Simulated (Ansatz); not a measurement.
# Y2SOF2 (built on the sites of a database entry of YSF): a soft mode frozen in

Which phase does Y2SOF2 (built on the sites of a database entry of YSF) fall into along its unstable mode, and how much energy does it gain?

Method: DFT PBEsol, scalar-relativistic, plane waves, PAW, in Ansatz 0.2.0.

Most raw output is cut from this account.

The structure was built from a prototype and need not be the compound's stable phase.

## (1) The starting structure

The structure is tetragonal, space group P4mm (No. 99). The conventional cell has a = 3.465 Å, b = 3.465 Å, c = 7.101 Å, α = 90.00°, β = 90.00°, γ = 90.00°. Nearest to Y lie 4 F at 2.27 Å and 4 S at 2.70 Å. Nearest to Y lie 4 F at 2.46 Å and 4 O at 2.48 Å and 1 S at 2.74 Å. Nearest to O lie 4 Y at 2.48 Å. Nearest to S lie 5 Y at 2.70 to 2.74 Å. F has 4 Y at 2.27 to 2.46 Å nearest. Farther neighbours and most contacts between anions are not listed.

## (2) Phonons on a q mesh

The cell comes from relaxations at this level that are not shown. The mesh has a single point along some directions, so zone-edge points there are not solved. Linear response on a 2×2×1 q mesh gives force constants as far as a supercell of that size would, and the tensors from the zone-centre run are typed in so that the long-range dipole term is interpolated apart.

File input.yaml:

```yaml
crystal:
  lattice:
    - [3.4651963628, 0.0, 0.0]
    - [0.0, 3.4651963628, 0.0]
    - [0.0, 0.0, 7.1008233715]
  atoms:
    - { symbol: "Y", position: [0.0, 0.5, 0.2022743338] }
    - { symbol: "Y", position: [0.5, 0.0, 0.7487887792] }
    - { symbol: O, position: [0.0, 0.5, 0.6950974598] }
    - { symbol: S, position: [0.5, 0.0, 0.3631213668] }
    - { symbol: F, position: [0.0, 0.0, -0.0046409698] }
    - { symbol: F, position: [0.5, 0.5, -0.0046409698] }
kpoints:
  mp_grid: { grid: [8, 8, 4] }
hamiltonian:
  xc: pbesol
scf:
  occupations: { method: fixed }
output:
  eigenvalues: true
phonons:
  method: dfpt
  qmesh: [2, 2, 1]
  temperatures: { t_max: 1000, t_step: 50 }
  qpath:
    path:
      - [[0.0, 0.0, 0.0], [0.0, 0.5, 0.0], [0.5, 0.5, 0.0], [0.0, 0.0, 0.0], [0.0, 0.0, 0.5], [0.0, 0.5, 0.5], [0.5, 0.5, 0.5], [0.0, 0.0, 0.5]]
      - [[0.0, 0.5, 0.0], [0.0, 0.5, 0.5]]
      - [[0.5, 0.5, 0.0], [0.5, 0.5, 0.5]]
    npoints: 10
  non_analytic_term:
    high_frequency_dielectric_tensor: [[5.421, 0.0, 0.0], [0.0, 5.421, 0.0], [0.0, 0.0, 4.3488]]
    born_effective_charges:
      - { species: "Y", tensor: [[3.8837, 0.0, 0.0], [0.0, 3.8837, 0.0], [0.0, 0.0, 3.3588]] }
      - { species: "Y", tensor: [[4.0958, 0.0, 0.0], [0.0, 4.0958, 0.0], [0.0, 0.0, 4.0153]] }
      - { species: O, tensor: [[-3.1732, 0.0, 0.0], [0.0, -3.1732, 0.0], [0.0, 0.0, -1.6871]] }
      - { species: S, tensor: [[-2.2778, 0.0, 0.0], [0.0, -2.2778, 0.0], [0.0, 0.0, -1.4452]] }
      - { species: F, tensor: [[-1.0701, 0.0, 0.0], [0.0, -1.4585, 0.0], [0.0, 0.0, -2.121]] }
      - { species: F, tensor: [[-1.4585, 0.0, 0.0], [0.0, -1.0701, 0.0], [0.0, 0.0, -2.121]] }
    source: "zone-centre run at this cell"
```

Command:

```console
$ ansatz run input.yaml --threads 8 --pin off --max-ram 14336MiB --backend cpu --events-out ev --progress --plain --runs-dir out
```

Wall time 74 s (8 threads of Arm Neoverse V2, shared host); peak memory 0.92 GiB.

This step gave:

```
gap on the k-mesh                                             : 1.844 eV
volume per atom                                               : 14.21 Å³
sum-rule residual before enforcement                          : 6.55e-5 eV/Å²
point group                                                   : 4mm
highest optical mode at the zone centre (no LO-TO term)       : 439.0 cm⁻¹
lowest optical zone-centre mode                               : -124.4 cm⁻¹
lowest mode on the q mesh (acoustic modes at Γ apart)         : -124.4 cm⁻¹
highest frequency at a solved wavevector (no LO-TO term at Γ) : 494.2 cm⁻¹
```

Frequencies (cm⁻¹) solved at each irreducible wavevector; negative means imaginary. Frequencies by wavevector, by row:

```
q in reciprocal lattice units  star  mode 1  mode 2  mode 3  mode 4  mode 16  mode 17  mode 18
                        0 0 0     1  -124.4  -124.4       0       0    434.6    434.6      439
                     0 -0.5 0     2   -63.4   107.5   147.2   154.7    390.9    419.9    429.8
                  -0.5 -0.5 0     1    -118    -118    63.4   112.4    348.4    423.7    494.2
```

Symmetry leaves 3 wavevectors to solve. The lowest mode among them, the acoustic zeros apart, lies at Γ and is imaginary, 124.4i cm⁻¹, so the energy falls along it.

## (3) The mode frozen in, largest atomic shift 0 Å

The mode followed lies at q = (-0.5, -0.5, 0) with frequency 118.0i cm⁻¹ and is 2-fold degenerate, one of the unstable modes though not the softest. At small amplitude the distorted cell has space group no. 28 by a symmetry search on the positions. The undistorted cell that holds it gives the zero of energy on the same k mesh.

System of this step: Y2SOF2 (built on the sites of a database entry of YSF). The structure is tetragonal, space group P4mm (No. 99). The conventional cell has a = 3.465 Å, b = 3.465 Å, c = 7.101 Å, α = 90.00°, β = 90.00°, γ = 90.00°. Nearest to Y lie 4 F at 2.27 Å and 4 S at 2.70 Å. Nearest to Y lie 4 F at 2.46 Å and 4 O at 2.48 Å and 1 S at 2.74 Å. Nearest to O lie 4 Y at 2.48 Å. Nearest to S lie 5 Y at 2.70 to 2.74 Å. F has 4 Y at 2.27 to 2.46 Å nearest. Farther neighbours and most contacts between anions are not listed.

File input.yaml:

```yaml
crystal:
  lattice:
    - [-3.4651963628, -3.4651963628, 0.0]
    - [-3.4651963628, 3.4651963628, 0.0]
    - [0.0, 0.0, -7.1008233715]
  atoms:
    - { symbol: "Y", position: [0.75, 0.25, 0.7977256662] }
    - { symbol: "Y", position: [0.25, 0.75, 0.7977256662] }
    - { symbol: "Y", position: [0.25, 0.25, 0.2512112208] }
    - { symbol: "Y", position: [0.75, 0.75, 0.2512112208] }
    - { symbol: O, position: [0.25, 0.75, 0.3049025402] }
    - { symbol: O, position: [0.75, 0.25, 0.3049025402] }
    - { symbol: S, position: [0.25, 0.25, 0.6368786332] }
    - { symbol: S, position: [0.75, 0.75, 0.6368786332] }
    - { symbol: F, position: [0.5, 0.5, 0.0046409698] }
    - { symbol: F, position: [1.0, 1.0, 0.0046409698] }
    - { symbol: F, position: [0.0, 0.5, 0.0046409698] }
    - { symbol: F, position: [0.5, 0.0, 0.0046409698] }
kpoints:
  mp_grid: { grid: [6, 6, 4] }
hamiltonian:
  xc: pbesol
scf:
  occupations: { method: gaussian, width: 0.02 }
output:
  forces: true
  stress: true
  eigenvalues: true
```

It took 3.2 s on 8 threads; peak memory 0.8 GiB; 24 s of CPU time.

Numbers from this step:

```
pressure                         : -0.001082 GPa
gap on the k-mesh                : 1.839 eV
energy from the undistorted cell : 0 meV/atom
```

At this level the gap is 1.84 eV on the k-mesh of the self-consistent run, which can miss the band edges.

## (4) The mode frozen in, largest atomic shift 0.14 Å

The atoms are moved along the unstable eigenvector, the largest shift by 0.14 Å, with the cell fixed.

File input.yaml:

```yaml
crystal:
  lattice:
    - [-3.4651963628, -3.4651963628, 0.0]
    - [-3.4651963628, 3.4651963628, 0.0]
    - [0.0, 0.0, -7.1008233715]
  atoms:
    - { symbol: "Y", position: [0.75, 0.2491169241, 0.7977256662] }
    - { symbol: "Y", position: [0.25, 0.7508830759, 0.7977256662] }
    - { symbol: "Y", position: [0.25, 0.2635569742, 0.2512112208] }
    - { symbol: "Y", position: [0.75, 0.7364430258, 0.2512112208] }
    - { symbol: O, position: [0.25, 0.721431648, 0.3049025402] }
    - { symbol: O, position: [0.75, 0.278568352, 0.3049025402] }
    - { symbol: S, position: [0.25, 0.2482261178, 0.6368786332] }
    - { symbol: S, position: [0.75, 0.7517738822, 0.6368786332] }
    - { symbol: F, position: [0.5, 0.5, 0.0005671032] }
    - { symbol: F, position: [1.0, 1.0, 0.0087148364] }
    - { symbol: F, position: [0.0, 0.5, 0.0005671032] }
    - { symbol: F, position: [0.5, 0.0, 0.0087148364] }
kpoints:
  mp_grid: { grid: [6, 6, 4] }
hamiltonian:
  xc: pbesol
scf:
  occupations: { method: gaussian, width: 0.02 }
output:
  forces: true
  stress: true
  eigenvalues: true
```

Wall time 5.2 s (8 threads); peak memory 0.84 GiB; 39 s of CPU time.

This step gave:

| Item | Value |
| --- | --- |
| pressure | 0.8275 GPa |
| gap on the k-mesh | 1.965 eV |
| energy from the undistorted cell | -2.083 meV/atom |

The energy, extrapolated to zero smearing, is -2.08 meV/atom against the undistorted cell.

The run ends at a pressure of 0.83 GPa, with forces up to 0.17 eV/Å.

## (5) Energy along the mode, all amplitudes (two of the runs are shown above)

An imaginary frequency means negative curvature, so the energy should fall and then rise again as anharmonic terms take over.

Numbers from this step:

* depth at the lowest point sampled: 2.083 meV/atom
* largest atomic shift at that point: 0.14 Å

Energy from the parent against largest atomic shift:

```
largest atomic shift (Å)  energy from the parent (meV/atom)
                   0.000                                  0
                   0.040                             -0.251
                   0.080                              -0.92
                   0.140                              -2.08
                   0.220                             -0.971
                   0.320                               16.2
```

Displacement at unit largest shift by atom:

```
atom   x (Å)   y (Å)   z (Å)   size
  Y1   0.022  -0.022   0.000  0.031
  Y2  -0.022   0.022   0.000  0.031
  Y3  -0.336   0.336   0.000  0.475
  Y4   0.336  -0.336   0.000  0.475
  O5   0.707  -0.707   0.000  1.000
  O6  -0.707   0.707   0.000  1.000
  S7   0.044  -0.044   0.000  0.062
  S8  -0.044   0.044   0.000  0.062
  F9   0.000   0.000   0.207  0.207
 F10   0.000   0.000  -0.207  0.207
 F11   0.000   0.000   0.207  0.207
 F12   0.000   0.000  -0.207  0.207
```

The lowest of the steps tried is at 0.14 Å, 2.08 meV/atom below the parent; the bottom of the well need not coincide with a step.

## (6) Relaxing from the distorted cell

Starting from the lowest point found, all atoms and the cell are let go, so that strain and other modes of the same symmetry can join in.

Edit input.yaml of step 4 so:

```diff
@@ -23,3 +23,3 @@
 scf:
-  occupations: { method: gaussian, width: 0.02 }
+  occupations: { method: fixed }
 output:
@@ -28 +28,10 @@
   eigenvalues: true
+  write_density: true
+  write_potential: true
+  elf: true
+  volumetric_format: npy
+relax:
+  adjacent_minimum: "off"
+  f_tol: 0.002
+  max_steps: 120
+  cell: { stress_tol: 0.03 }
```

The job ended after 76 s (8 threads; peak memory 0.92 GiB; 9.7 min of CPU time).

Step by step:

```
step  energy less that of the first step (eV)  largest force component (eV/Å)  pressure (GPa)  volume (Å³)
   1                                   0.0000                          0.1166            0.83       170.53
   2                                   0.0126                          0.2692           -0.67       172.87
   3                                  -0.0102                          0.0646            0.22       171.60
   4                                  -0.0203                          0.0847           -0.11       172.98
   5                                  -0.0240                          0.0431           -0.11       173.55
   6                                  -0.0245                          0.0237           -0.02       173.46
   7                                  -0.0248                          0.0018            0.00       173.42
  8*                                  -0.0361                          0.0020            0.12       173.42
   9                                  -0.0357                          0.0029            0.00       173.71
  10                                  -0.0356                          0.0003            0.00       173.73
 11*                                  -0.0365                          0.0003            0.00       173.73
```

Relaxation steps marked * repeat the geometry before them on a plane-wave basis chosen anew for their cell, so energy and pressure can jump there. Relaxation step 2 was tried and not accepted.

Forces are held to the 4 operations that the run works with; a distortion that breaks them can't arise in this run.

```
conventional cell, symmetrised  before  after  change
                         a (Å)   4.901  4.902  +0.0 %
                         b (Å)   4.901  5.025  +2.5 %
                         c (Å)   7.101  7.054  -0.7 %
              volume (Å³/atom)   14.21  14.48  +1.9 %
```

The atoms that moved most (Å, as changes of fractional coordinates times the final cell):

```
atom      dx      dy      dz  length
  O5   0.067  -0.067  -0.004   0.095
  O6  -0.067   0.067  -0.004   0.095
  Y4   0.047  -0.047   0.000   0.067
  Y3  -0.047   0.047   0.000   0.067
 F11   0.000   0.000   0.031   0.031
  F9   0.000   0.000   0.031   0.031
 F12   0.000   0.000  -0.017   0.017
 F10   0.000   0.000  -0.017   0.017
```

The relaxed structure:

```xyz
12
Lattice="-3.4660 -3.4660 0.0000 -3.5530 3.5530 0.0000 0.0000 0.0000 -7.0538" Properties=species:S:1:pos:R:3 pbc="T T T"
Y    -3.4780   -1.7210   -5.6267
Y    -3.5410    1.8080   -5.6267
Y    -1.8500    0.1170   -1.7719
Y    -5.1691   -0.0300   -1.7719
O    -3.3626    1.6295   -2.1551
O    -3.6565   -1.5426   -2.1551
S    -1.7418    0.0088   -4.5026
S    -5.2773    0.0782   -4.5026
F    -3.5095    0.0435    0.0270
F    -7.0191    0.0870   -0.0782
F    -1.7765    1.7765    0.0270
F    -1.7330   -1.7330   -0.0782
```

This step gave:

| Property | Result |
| --- | --- |
| pressure | 0.003756 GPa |
| gap on the k-mesh | 2.210 eV |
| volume per atom | 14.48 Å³ |

ELF in the ac plane at fractional y = 0.277, with atoms of Y and O and S within 0.2 Å of it. It is the smooth field of the valence electrons, not physical close to the nuclei.

Ten even steps from '_' (0.02) to '@' (0.90), each cell a mean:
```
____________________....____
________________..**%%##==__
____..::::..__..++@@@@@@%%--
..--++****++::::##@@**##@@++
::##%%%%%%%%++::##@@##%%@@==
++@@%%####@@%%--==%%@@@@##::
##@@**..--%%@@++..--**++::..
%%@@##::==%%@@**..________::
##@@@@%%%%@@%%++..________::
==%%@@@@@@@@**::____....____
..--++++++==::__..==**++--__
____..::::..__..++%%%%%%##--
__::**%%%%++..::##@@%%%%%%++
..**@@%%@@%%--::##%%++**%%**
::%%%%++##@@++::##%%##%%%%++
..##@@##%%@@==..++%%%%%%##--
__==%%@@@@##::__..==++++--__
____--++++::________....____
____________________________
..____________..____________
```
Columns run along a (4.9 Å), rows up along c (7.1 Å). Atoms in or near the plane, at fractional coordinates: Y at (0.75, 0.80), Y at (0.25, 0.25), O at (0.75, 0.31), S at (0.25, 0.64).

Electrostatic potential energy in the ac plane at fractional y = 0.277, with atoms of Y and O and S within 0.2 Å of it. With pseudopotentials it is smooth inside the atoms' cores, unlike the true potential.

Ten even steps from '0' (-48 eV) to '9' (15 eV), each cell a mean:
```
99999999887889
99999998754468
89999998520137
89999997400026
89877888400026
87533688632257
86343488876678
96343489988899
98534699999999
99877899999999
99988999999999
98877899998899
97534689963489
85200379841269
84000168952379
84100268997899
86322579999999
98766789999999
99888999999999
99999999999999
```
Columns run along a (4.9 Å; values clipped at the 3rd and 97th percentile), rows up along c (7.1 Å). Atoms in or near the plane, at fractional coordinates: Y at (0.75, 0.80), Y at (0.25, 0.25), O at (0.75, 0.31), S at (0.25, 0.64).

Valence density in the ac plane at fractional y = 0.277, with atoms of Y and O and S within 0.2 Å of it. It is the smooth field of the valence electrons, not physical close to the nuclei.

Ten even steps from '_' (0.0 e/Å³) to '@' (6.4 e/Å³), each cell a mean:
```
____________________________
__________________......____
________________..--====::__
________________..==++++--..
________________..==++++--__
__..........______::----..__
__....__....________________
__....__....________________
____........________________
______....__________________
____________________________
____________________....____
____..::::________::++==..__
__..--++==::____..++@@%%::__
__::==++++--..____--##**::__
__..==++++--______......____
____::----..________________
____________________________
____________________________
____________________________
```
Columns run along a (4.9 Å), rows up along c (7.1 Å). Atoms in or near the plane, at fractional coordinates: Y at (0.75, 0.80), Y at (0.25, 0.25), O at (0.75, 0.31), S at (0.25, 0.64).

The distorted start has space group Pma2; the relaxation ends in Pma2.

## (7) Summary of results

* unstable mode of the parent: q = (-0.5, -0.5, 0), 118i cm⁻¹
* depth at the lowest point sampled: 2.08 meV/atom
* largest atomic shift at that point: 0.14 Å
* space group reached (within 0.01 Å): Pma2
* energy gained over the parent (first relaxation, on the mesh of the frozen mode): 5.12 meV/atom
* volume per atom, phase reached: 14.5 Å³
* gap on the k-mesh, phase reached: 2.21 eV

Along this mode the structure falls into Pma2, 5.12 meV/atom below the parent. At the parent's cell the well is 2.083 meV/atom deep on the steps tried, with its lowest point at a shift of 0.14 Å. Relaxing atoms and cell changes the gain by +3.04 meV/atom against the lowest step (energies at zero smearing). The modes of the phase reached were not computed on this path. Of the 6 patterns followed to their end from this parent, this one ends 106 meV/atom above the lowest, Amm2. Each path keeps the symmetry of its pattern, so a lower phase may lie along a pattern not tried. The q mesh is too sparse to interpolate, so only the solved wavevectors are given. The program warns that the interpolation holds no quadrupole term, so branches close to Γ can be off in this crystal. The starting cell was built on a prototype and not taken from a measurement, so the phase need not exist.

[Logs are printed without paths, hosts, clocks, repeated set-up lines and the standing remarks that a program may print on its own settings, such as how far it seeks lower states.]

[Hosts, paths, dates, database ids (printed as entryN), source tags and the programs' standing remarks are cut or masked in the printed files.]
